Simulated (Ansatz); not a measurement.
# Li5AuO4 (C2/m): the host for defect calculations

Aim: the runs on the perfect crystal Li5AuO4 (C2/m) that a defect calculation needs first.

Calculated with Ansatz 0.2.0; plane-wave PAW DFT, PBEsol; relaxation of the host's cell and atoms, in the first sound run; inputs show where later runs differ.

### 1. The starting structure

Symmetry: C2/m, No. 12, monoclinic system. Conventional cell: a = 4.688 Å, b = 9.411 Å, c = 4.682 Å, α = 90.00°, β = 102.61°, γ = 90.00°. Nearest to Li lie 4 O at 1.93 to 1.99 Å. Nearest to Li lie 4 O at 1.92 to 1.95 Å. Nearest to Li lie 4 O at 2.03 Å. Au has 4 O at 2.01 Å nearest. Nearest to O lie 5 Li at 1.92 to 2.03 Å and 1 Au at 2.01 Å. Farther neighbours and most contacts between anions are not listed.

### 2. Host cell relaxation

Lattice and positions are set free, within the symmetry that the program keeps.

cell/input.yaml

```yaml
crystal:
  lattice:
    - [2.3439221, -4.705742, 0.0]
    - [2.3439221, 4.705742, 0.0]
    - [-1.0224473, 0.0, 4.5693481]
  atoms:
    - { symbol: Li, position: [0.20804032, 0.79195968, 0.5] }
    - { symbol: Li, position: [0.71732839, 0.28267161, 0.0] }
    - { symbol: Li, position: [0.28267161, 0.71732839, 0.0] }
    - { symbol: Li, position: [0.79195968, 0.20804032, 0.5] }
    - { symbol: Li, position: [0.0, 0.0, 0.0] }
    - { symbol: Au, position: [0.5, 0.5, 0.5] }
    - { symbol: O, position: [0.40239573, 0.10648423, 0.24934489] }
    - { symbol: O, position: [0.89351577, 0.59760427, 0.75065511] }
    - { symbol: O, position: [0.10648423, 0.40239573, 0.24934489] }
    - { symbol: O, position: [0.59760427, 0.89351577, 0.75065511] }
basis:
  ecutwfc: 420
  xc_grid: 2
hamiltonian:
  xc: pbesol
kpoints:
  mp_grid: { grid: [7, 7, 6] }
scf:
  occupations: { method: fixed }
  max_iter: 100
relax:
  f_tol: 0.005
  max_steps: 60
  cell: {}
output:
  forces: true
  stress: true
checkpoint:
  write: "../cell.run"
  compress: false
  write_wavefunctions: false
  write_every: 100000
```

Command:

```
ansatz run input.yaml --threads 8 --pin off --max-ram 22609MiB --backend cpu --events-out ev --progress --plain --runs-dir out
```

Numbers of over 12 decimals in the logs are rounded to 6 here.

The program printed:

```text
[... repeated set-up lines and file paths are left out, and long positions are rounded to six places ...]
Engine: ansatz 0.2.0, aarch64-unknown-linux-gnu
Pseudopotentials: kind: paw
Pseudopotential: Li, paw, valence charge 3, recommended cutoff 420 eV (normal), Li.paw.azcp
Pseudopotential: Au, paw, valence charge 19, recommended cutoff 420 eV (normal), Au.paw.azcp
Pseudopotential: O, paw, valence charge 6, recommended cutoff 420 eV (normal), O.paw.azcp
Functional definition: PBEsol
  exchange = pbesol_x
  correlation = pbesol_c
Crystal: 10 atoms, lattice volume = 100.799 Å³
Basis set: ecut = 420 eV, 1943 PW (Γ), exchange–correlation on 72×72×64 points (8 copies of the dense FFT grid, shifted against one another)
Bands: 39, of which v1, the nominal top of the filled ones, is band 29 counted from 1 (28 counted from 0)
Symmetry: 4 space group operations
Space group: C2/m (ITA 12), of the structure as read, at distance tolerance 4.7e-5 Å
k-points: 88 of 294
Non-local potential: Li, projectors of the file, l = 0: 3, l = 1: 2, l = 2: 1
Non-local potential: Au, projectors of the file, l = 0: 3, l = 1: 2, l = 2: 2, l = 3: 1
Non-local potential: O, projectors of the file, l = 0: 2, l = 1: 2, l = 2: 1
PAW form: soft (Blöchl's): semilocal exchange-correlation on the pseudo side does not see the compensation charge
PAW frozen core: Au, regenerated for the run's functional, and the local potential with it (the file was generated under x = pbe(κ = 0.804, μ = 0.219515), c = pbe(β = 0.066725))
PAW frozen core: O, regenerated for the run's functional, and the local potential with it (the file was generated under x = pbe(κ = 0.804, μ = 0.219515), c = pbe(β = 0.066725))
PAW one-centre angular grid: Li, 110 points (default); XC on 64 Gauss nodes
PAW one-centre angular grid: Au, 590 points (default); XC on 64 Gauss nodes
PAW one-centre angular grid: O, 110 points (default); XC on 64 Gauss nodes
Initial density: superposition of atomic densities (neutral atoms: chi_scale 0, normalization atom), corrected by the library's trained network
Initial wavefunctions: pseudopotential atomic-orbital guess
Functional: x = pbesol(κ = 0.804, μ = 0.123457), c = pbesol(β = 0.046)
SCF iter   1: F=—  HF=-16270.993814 eV  |F-HF|=—  |Δ(HF+E_count)|=         —  Δρ=1.43e-2  dr2=1.79e-1  ethr=1.77e-3  ⟨swp⟩=4.6  Hψ=11504  notcnv=0  defer=676
preconditioner: auto → Resta (q_TF=auto, 2.488 Å⁻¹)  ε∞=4.0  [insulator: Δε(μ)=1.971 eV  Ē_g=13.591 eV  n_scr=24 (ndim 8)  ℏωp=23.4 eV  f_vac=0.078  ε∞_Penn≈4.0]
SCF iter   2: F=—  HF=-16270.951287 eV  |F-HF|=—  |Δ(HF+E_count)|=   4.25e-2  Δρ=3.94e-3  dr2=1.11e-2  ethr=3.08e-4  ⟨swp⟩=2.0  Hψ=5230  notcnv=0  defer=704
SCF iter   3: F=—  HF=-16270.948788 eV  |F-HF|=—  |Δ(HF+E_count)|=   2.50e-3  Δρ=1.18e-3  dr2=1.11e-3  ethr=1.91e-5  ⟨swp⟩=2.1  Hψ=4562  notcnv=0  defer=528
automatic band count: iteration 3 solves 37 bands in place of 39: the levels show a gap, and the empty bands left out lie too high to hold charge; the band table lists the bands solved (type scf.n_extra_bands for more)
SCF iter   4: F=—  HF=-16270.948573 eV  |F-HF|=—  |Δ(HF+E_count)|=   2.16e-4  Δρ=4.02e-4  dr2=1.62e-4  ethr=1.92e-6  ⟨swp⟩=2.0  Hψ=5458  notcnv=0  defer=528
SCF iter   5: F=—  HF=-16270.948570 eV  |F-HF|=—  |Δ(HF+E_count)|=   2.68e-6  Δρ=9.55e-5  dr2=1.33e-5  ethr=2.80e-7  ⟨swp⟩=3.0  Hψ=6017  notcnv=0  defer=208
SCF iter   6: F=—  HF=-16270.948493 eV  |F-HF|=—  |Δ(HF+E_count)|=   7.75e-5  Δρ=1.95e-5  dr2=5.57e-7  ethr=2.29e-8  ⟨swp⟩=2.9  Hψ=5123  notcnv=0  defer=176
SCF iter   7: F=-16270.948493 eV  HF=-16270.948493 eV  |F-HF|=1.82e-8  |Δ(HF+E_count)|=   4.73e-7  Δρ=4.10e-6  dr2=2.41e-8  ethr=1.72e-10  ⟨swp⟩=4.1  Hψ=10036  notcnv=0
SCF 1 converged in 7 iterations: F = -16270.948493 eV  dr2 = 2.41e-8
  greatest PAW one-centre occupation: 1.001 electrons in one spin orbital (limit 2), on the Au atom at site 5 (counted from 0), in its partial waves of l = 0
relax step   1: F+E_penalty+E_count = -16270.94849319 eV  Δ(F+E_penalty+E_count) = +0.000e0 eV  max|allowed force component| = 1.620e-1 eV/Å  Δτ_max = 0.0000 Å  P = -0.175 GPa  Ω = 100.799 Å³  (7 SCF iters, dr2 threshold 1.00e-7 eV, accepted)
[... the SCF cycles and remarks between the steps are left out from here to the last step ...]
relax step   2: F+E_penalty+E_count = -16270.95260009 eV  Δ(F+E_penalty+E_count) = -4.107e-3 eV  max|allowed force component| = 4.865e-2 eV/Å  Δτ_max = 0.0061 Å  P = +0.173 GPa  Ω = 100.798 Å³  energy of the carried Pulay correction = +1.435e-6 eV  (5 SCF iters, dr2 threshold 1.00e-6 eV, accepted)
relax step   3: F+E_penalty+E_count = -16270.95249502 eV  Δ(F+E_penalty+E_count) = +1.051e-4 eV  max|allowed force component| = 4.402e-3 eV/Å  Δτ_max = 0.0030 Å  P = +0.089 GPa  Ω = 101.075 Å³  energy of the carried Pulay correction = -9.252e-4 eV  (4 SCF iters, dr2 threshold 7.36e-7 eV, accepted)
relax step   4: F+E_penalty+E_count = -16270.95220526 eV  Δ(F+E_penalty+E_count) = +2.898e-4 eV  max|allowed force component| = 2.579e-3 eV/Å  Δτ_max = 0.0007 Å  P = +0.006 GPa  Ω = 101.179 Å³  energy of the carried Pulay correction = -1.274e-3 eV  (5 SCF iters, dr2 threshold 5.74e-8 eV, accepted)
relax step   5: F+E_penalty+E_count = -16270.95359699 eV  Δ(F+E_penalty+E_count) = -1.392e-3 eV  max|allowed force component| = 2.558e-3 eV/Å  Δτ_max = 0.0000 Å  P = +0.029 GPa  Ω = 101.179 Å³  stress off target by 1.04e-1 GPa  SCF on the basis re-selected at this cell (its energy is not comparable with the rows above)  (6 SCF iters)
relax step   6: F+E_penalty+E_count = -16270.95346202 eV  Δ(F+E_penalty+E_count) = +1.350e-4 eV  max|allowed force component| = 1.384e-3 eV/Å  Δτ_max = 0.0014 Å  P = +0.010 GPa  Ω = 101.222 Å³  energy of the carried Pulay correction = -1.718e-4 eV  (5 SCF iters, dr2 threshold 2.68e-8 eV, accepted)
iter 1 solved again at ethr=1.18e-7 eV; its pass at ethr=3.10e-3 eV (dr2=6.83e-5 eV) is discarded
SCF iter   1: F=—  HF=-16270.953750 eV  |F-HF|=—  |Δ(HF+E_count)|=         —  Δρ=1.69e-5  dr2=1.66e-8  ethr=1.18e-7  ⟨swp⟩=3.0  Hψ=19070  notcnv=0  defer=704
eigensolver tolerance schedule: the retry pair's looser diagonalisation over-reported the residual by 4104.31 of it (diagonalisation noise at 0.18 of the residual, at the tolerance the schedule requests for it); [...]
SCF iter   2: F=—  HF=-16270.953671 eV  |F-HF|=—  |Δ(HF+E_count)|=   7.87e-5  Δρ=8.67e-6  dr2=6.11e-9  ethr=2.87e-11  ⟨swp⟩=2.8  Hψ=6005  notcnv=0  defer=619
SCF iter   3: F=—  HF=-16270.953672 eV  |F-HF|=—  |Δ(HF+E_count)|=   6.54e-7  Δρ=1.91e-6  dr2=2.79e-9  ethr=1.05e-11  ⟨swp⟩=2.1  Hψ=5102  notcnv=0  defer=619
SCF iter   4: F=—  HF=-16270.953672 eV  |F-HF|=—  |Δ(HF+E_count)|=   3.53e-9  Δρ=4.80e-7  dr2=1.20e-10  ethr=4.81e-12  ⟨swp⟩=2.0  Hψ=4385  notcnv=0  defer=619
SCF iter   5: F=-16270.953672 eV  HF=-16270.953672 eV  |F-HF|=1.44e-10  |Δ(HF+E_count)|=  9.48e-10  Δρ=1.73e-7  dr2=2.66e-11  ethr=1.00e-12  ⟨swp⟩=3.2  Hψ=8810  notcnv=0
SCF 7 converged in 5 iterations: F = -16270.953672 eV  dr2 = 2.66e-11
relax step   7: F+E_penalty+E_count = -16270.95367154 eV  Δ(F+E_penalty+E_count) = -2.095e-4 eV  max|allowed force component| = 1.377e-3 eV/Å  Δτ_max = 0.0000 Å  P = +0.011 GPa  Ω = 101.222 Å³  stress off target by 2.46e-2 GPa  SCF on the basis re-selected at this cell (its energy is not comparable with the rows above)  (5 SCF iters)
basis re-selected at this cell: Δ(F+E_penalty+E_count) = -2.095e-4 eV, ΔP = +0.002 GPa vs the last step (what re-selecting the basis moved, of the pressure what is left beyond the Pulay correction that the steps carried, after the strain that the cell walked [...]
SCF converged after 5 iterations
Free energy (F): -16270.953672 eV
Harris-Foulkes:  -16270.953672 eV  (|F-HF|=1.44e-10)
Internal energy: -16270.953672 eV  (E = F + TS)
E sigma→0 (E₀):  -16270.953672 eV
Fermi energy:    5.510183 eV
--- Per-component energies (eV) ---
  E_band       = -882.297132
  E_kinetic    = 1416.777804
  E_local      = -5120.089314  (includes V_loc(G=0)·N_el)
  E_nonlocal   = 104.590769
  E_hartree    = 1999.669674
  E_xc         = -574.389916
  E_vxc        = -721.858125  (∫ρ·V_xc dr)
  E_paw        = -10270.774573  (= ΣΔE_a)
  E_vpaw       = -561.069153  (= ΣTr[D̂ρ^β])
  E_aug_tail   = 0.011517  (compensation charges beyond the density's cutoff)
  E_ewald      = -3827.200265
  E_core_change = 0.450631  (= ΣΔE_core)
  E_smearing   = -0.000000  (= −TS)
  E_closure    = -0.000000  (closes the sum)
  Σ components = -16270.953672   (vs F -16270.953672, Δ=0.00e0)
--- Forces (eV/Å), atoms counted from 1 ---
  atom   1  Li     0.00000000    -0.00053321    -0.00000000
  atom   2  Li    -0.00000000    -0.00026904     0.00000000
  atom   3  Li     0.00000000     0.00026904    -0.00000000
  atom   4  Li    -0.00000000     0.00053321     0.00000000
  atom   5  Li     0.00000000     0.00000000     0.00000000
  atom   6  Au     0.00000000     0.00000000    -0.00000000
  atom   7  O     -0.00007693     0.00137736    -0.00025186
  atom   8  O      0.00007693     0.00137736     0.00025186
  atom   9  O     -0.00007693    -0.00137736    -0.00025186
  atom  10  O      0.00007693    -0.00137736     0.00025186
  max |Σ_I F_I| component: 0.00e0 eV/Å
--- Stress (GPa, compression-positive) ---
        0.013887       0.000000       0.007325
        0.000000       0.000100      -0.000000
        0.007331      -0.000000       0.019564
  P = ⅓ Tr σ = 0.0112 GPa (0.112 kbar)
--- Relaxed structure (5 steps of the walk, 5 accepted, 2 SCFs on fresh bases) ---
  F+E_penalty+E_count = -16270.95367154 eV   max|allowed force component| = 1.377e-3 eV/Å   (the final SCF, on the basis selected at the relaxed cell)
  cell:  # Å, volume = 101.2222 Å³
    - [2.350671, -4.702027, -0.00637163]
    - [2.350671, 4.702027, -0.00637163]
    - [-1.037813, 0, 4.581794]
  atoms:
    - { symbol: Li, position: [0.207565, 0.792435, 0.500000] }
    - { symbol: Li, position: [0.717454, 0.282546, 2.168404344971009e-19] }
    - { symbol: Li, position: [0.282546, 0.717454, 2.168404344971009e-19] }
    - { symbol: Li, position: [0.792435, 0.207565, 0.500000] }
    - { symbol: Li, position: [0, 0, 0] }
    - { symbol: Au, position: [0.500000, 0.500000, 0.500000] }
    - { symbol: O, position: [0.403195, 0.108399, 0.250181] }
    - { symbol: O, position: [0.891601, 0.596805, 0.749819] }
    - { symbol: O, position: [0.108399, 0.403195, 0.250181] }
    - { symbol: O, position: [0.596805, 0.891601, 0.749819] }
```

Run time: 15 s. Hardware: 8 threads of Arm Neoverse V2, shared host; peak memory 0.7 GiB.

Step by step:

| step | energy less that of the first step (eV) | largest force component (eV/Å) | pressure (GPa) | volume (Å³) |
| --- | --- | --- | --- | --- |
| 1 | 0.0000 | 0.1620 | -0.18 | 100.80 |
| 2 | -0.0041 | 0.0486 | 0.17 | 100.80 |
| 3 | -0.0040 | 0.0044 | 0.09 | 101.07 |
| 4 | -0.0037 | 0.0026 | 0.01 | 101.18 |
| 5 | -0.0051 | 0.0026 | 0.03 | 101.18 |
| 6 | -0.0050 | 0.0014 | 0.01 | 101.22 |
| 7* | -0.0052 | 0.0014 | 0.01 | 101.22 |

Relaxation steps marked * repeat the geometry before them on a plane-wave basis chosen anew for their cell, so energy and pressure can jump there. The log counts 2 steps on a newly chosen plane-wave basis, not all of them marked here; energy and pressure can jump at such steps.

The run keeps the 4 symmetry operations that it works with, so distortions that break them were not tested.

| cell as run | before | after | change |
| --- | --- | --- | --- |
| a (Å) | 5.257 | 5.257 | -0.0 % |
| b (Å) | 5.257 | 5.257 | -0.0 % |
| c (Å) | 4.682 | 4.698 | +0.3 % |
| α (°) | 95.59 | 95.74 | +0.2 % |
| β (°) | 95.59 | 95.74 | +0.2 % |
| γ (°) | 127.04 | 126.88 | -0.1 % |
| volume (Å³/atom) | 10.08 | 10.12 | +0.4 % |

This step gave:

* pressure: 0.01118 GPa

The relaxation ends with a largest force component of 0.0014 eV/Å and a pressure of 0.01 GPa.

### 3. Dielectric tensors of the host

The response to a uniform electric field gives the electronic dielectric tensor.

This step: plane-wave PAW DFPT, PBEsol; dielectric tensors, Born charges and zone-centre modes of the host (Ansatz 0.2.0).

eps/input.yaml

```yaml
crystal:
  lattice:
    - [2.3506713111, -4.7020265854, -0.0063716293]
    - [2.3506713111, 4.7020265854, -0.0063716293]
    - [-1.0378125311, 0.0, 4.5817935441]
  atoms:
    - { symbol: Li, position: [0.2075647015, 0.7924352985, 0.5] }
    - { symbol: Li, position: [0.7174535789, 0.2825464211, 0.0] }
    - { symbol: Li, position: [0.2825464211, 0.7174535789, 0.0] }
    - { symbol: Li, position: [0.7924352985, 0.2075647015, 0.5] }
    - { symbol: Li, position: [0.0, 0.0, 0.0] }
    - { symbol: Au, position: [0.5, 0.5, 0.5] }
    - { symbol: O, position: [0.4031954114, 0.1083990683, 0.25018147] }
    - { symbol: O, position: [0.8916009317, 0.5968045886, 0.74981853] }
    - { symbol: O, position: [0.1083990683, 0.4031954114, 0.25018147] }
    - { symbol: O, position: [0.5968045886, 0.8916009317, 0.74981853] }
basis:
  ecutwfc: 420
hamiltonian:
  xc: pbesol
kpoints:
  mp_grid: { grid: [6, 6, 5] }
scf:
  occupations: { method: fixed }
  max_iter: 100
phonons:
  method: dfpt
  dielectric: true
  rigid_motions: translations
```

The program printed:

```text
[...]
Crystal: 10 atoms, lattice volume = 101.222 Å³
Basis set: ecut = 420 eV, 1967 PW (Γ), exchange–correlation on 72×72×64 points (8 copies of the dense FFT grid, shifted against one another)
Bands: 39, of which v1, the nominal top of the filled ones, is band 29 counted from 1 (28 counted from 0)
Symmetry: 4 space group operations
k-points: 92 of 180 (irreducible under 1 space group operation, time reversal used)
[...]
SCF iter   1: F=—  HF=-16270.998477 eV  |F-HF|=—  |Δ(HF+E_count)|=         —  Δρ=1.43e-2  dr2=1.77e-1  ethr=1.77e-3  ⟨swp⟩=4.7  Hψ=12014  notcnv=0  defer=710
[...]
SCF iter   9: F=-16270.953649 eV  HF=-16270.953649 eV  |F-HF|=2.91e-11  |Δ(HF+E_count)|=   1.07e-9  Δρ=2.06e-7  dr2=4.69e-11  ethr=1.00e-12  ⟨swp⟩=14.3  Hψ=23353  notcnv=0
SCF 1 converged in 9 iterations: F = -16270.953649 eV  dr2 = 4.69e-11
[...]
NSCF: frozen V_eff on 7 k-points
DFPT response loops at Γ: preconditioner auto → Resta (q_TF=auto, 2.486 Å⁻¹)  ε∞=5.3 (no band partly filled); β = 1.00, the filter's whole step (`scf.mixing.beta` (0.50) is not read by the response loops at its default; [...]
── the response to a field inside a basis, on 6×6×6 k-points: an SCF that follows is theirs, and a resumed run solves both again ──
Bands: 30, of which v1, the nominal top of the filled ones, is band 29 counted from 1 (28 counted from 0)
k-points: 63 of 216
[...]
Eigensolver: Dense (63 Hₖ)
SCF iter   1: F=—  HF=-16270.921217 eV  |F-HF|=—  |Δ(HF+E_count)|=         —  Δρ=4.15e-4  dr2=3.78e-5  ethr=1.00e-1
[...]
SCF iter   4: F=-16270.921215 eV  HF=-16270.921215 eV  |F-HF|=1.02e-8  |Δ(HF+E_count)|=   2.19e-7  Δρ=9.01e-6  dr2=5.20e-8  ethr=3.66e-9
SCF 1 converged in 4 iterations: F = -16270.921215 eV  dr2 = 5.20e-8
[...]
SCF converged after 9 iterations
Free energy (F): -16270.953649 eV
[...]
Internal energy: -16270.953649 eV  (E = F + TS)
E sigma→0 (E₀):  -16270.953649 eV
Fermi energy:    5.480660 eV
[...]
--- Band table (eV; the first three rows and the last of 92) ---
[...]
[... further k-points left out ...]
--- Phonons (Γ-DFPT): 15 representative perturbations + reference, on 92 of 180 k-points (Σ response iterations 59) ---
  k mesh reduced under 1 symmetry operation, with k and −k counted as one. Each operation leaves every solved perturbation unchanged. A smaller set is not considered because the run solves the response to a homogeneous field
  ASR residual: 1.204e-4 → 0.000e0 eV/Å²; symmetrization residual: 1.934e-6 eV/Å²
  ASR residual per site (eV/Å²): 2.15e-5 4.73e-5 4.73e-5 2.15e-5 2.80e-5 1.20e-4 1.56e-5 1.56e-5 1.56e-5 1.56e-5
  Γ frequencies (cm⁻¹): 0.00 0.00 0.00 175.07 269.27 272.65 284.45 300.10 304.10 304.58 306.09 360.96 361.39 363.47 369.74 393.28 407.47 413.20 416.96 422.62 431.22 484.39 504.60 546.73 574.33 579.31 597.21 611.13 621.90 633.02
  ε∞ (high-frequency dielectric tensor):
        3.536146     0.000000     0.638850
        0.000000     4.175590     0.000000
        0.638850     0.000000     3.812869
  ε⁰ (static dielectric tensor: ions relaxed, cell fixed):
        7.290272    -0.000000     2.291247
       -0.000000     8.744410    -0.000000
        2.291247    -0.000000     8.208048
  ε⁰ − ε∞ (ionic part):
        3.754126    -0.000000     1.652397
       -0.000000     4.568820    -0.000000
        1.652397    -0.000000     4.395179
  softest optical mode at Γ: 175.07 cm⁻¹; the repairs (sum rule, projections) moved no ω² at Γ by more than (2.04 cm⁻¹)²
  Born effective charges Z* (e; rows j = field, columns β = displacement):
    site 0:
         1.08445    0.00000   -0.21082
         0.00000    1.16684    0.00000
        -0.00762   -0.00000    0.63492
    site 1:
         0.96765    0.00000    0.24246
         0.00000    1.26416    0.00000
         0.05713   -0.00000    1.38065
    site 2:
         0.96765    0.00000    0.24246
         0.00000    1.26416    0.00000
         0.05713   -0.00000    1.38065
    site 3:
         1.08445    0.00000   -0.21082
         0.00000    1.16684    0.00000
        -0.00762   -0.00000    0.63492
    site 4:
         1.08253    0.00000    0.32028
         0.00000    0.74156    0.00000
         0.28545   -0.00000    1.23444
    site 5:
         0.67258    0.00000    1.30222
         0.00000    2.28694    0.00000
         1.38521   -0.00000    1.31013
    site 6:
        -1.46483   -0.50388   -0.42144
        -0.42108   -1.97262   -0.63089
        -0.44242   -0.63004   -1.64392
    site 7:
        -1.46483    0.50388   -0.42144
         0.42108   -1.97262    0.63089
        -0.44242    0.63004   -1.64392
    site 8:
        -1.46483    0.50388   -0.42144
         0.42108   -1.97262    0.63089
        -0.44242    0.63004   -1.64392
    site 9:
        -1.46483   -0.50388   -0.42144
        -0.42108   -1.97262   -0.63089
        -0.44242   -0.63004   -1.64392
  Z* charge neutrality: 2.940e-3 e pre-enforcement
  solved inside a basis spanned on kpoints, on 6×6×6 k-points, its susceptibility summed on 8×8×8: ε∞ is read to err by 1.3e-2, Z* by 2.1e-2 e (field_mesh: kpoints solves on kpoints); Z* is corrected for what the basis lacks
  optical modes at Γ without the LO–TO term, one row a degenerate level:
      ω (cm⁻¹)  modes    IR ((D/Å)²/amu)
        175.07      1             0.5780
[...]
optical modes at Γ + LO–TO along q̂ = [1.0000, 0.0000, 0.0000]:
      ω (cm⁻¹)  modes    IR ((D/Å)²/amu)
[...]
optical modes at Γ + LO–TO along q̂ = [0.0000, 1.0000, 0.0000]:
      ω (cm⁻¹)  modes    IR ((D/Å)²/amu)
[...]
optical modes at Γ + LO–TO along q̂ = [0.0000, 0.0000, 1.0000]:
      ω (cm⁻¹)  modes    IR ((D/Å)²/amu)
[...]
422.62      1             0.0000
        431.22      1             7.6171
        452.47      1             9.8919
        484.39      1            18.2376
        511.65      1            19.4888
        574.33      1             0.0000
        579.31      1            16.8055
        597.21      1             0.0000
        608.96      1             0.4541
        621.90      1             0.0000
        633.02      1             0.0000
        690.26      1            41.0914
```

Elapsed: 2.2 min, on 8 threads; peak memory 1.8 GiB.

Electronic dielectric tensor:

```
3.54 0.00 0.64
0.00 4.18 0.00
0.64 0.00 3.81
```

Static dielectric tensor:

```
7.29 0.00 2.29
0.00 8.74 0.00
2.29 0.00 8.21
```

The principal values of the electronic dielectric tensor are 3.02, 4.18 and 4.33. The principal values of the static dielectric tensor are 5.41, 8.74 and 10.09.

(Continued in part 2 of 3.)

[Logs are printed without paths, hosts, clocks, repeated set-up lines and the standing remarks that a program may print on its own settings, such as how far it seeks lower states.]

[Hosts, paths, dates, database ids (printed as entryN), source tags and the programs' standing remarks are cut or masked in the printed files.]

[Runs of the host that timed out are not shown.]

[For some hosts the program warned that the k-mesh of the response run may be too coarse for force constants and the static dielectric constant; such warnings are not always shown.]
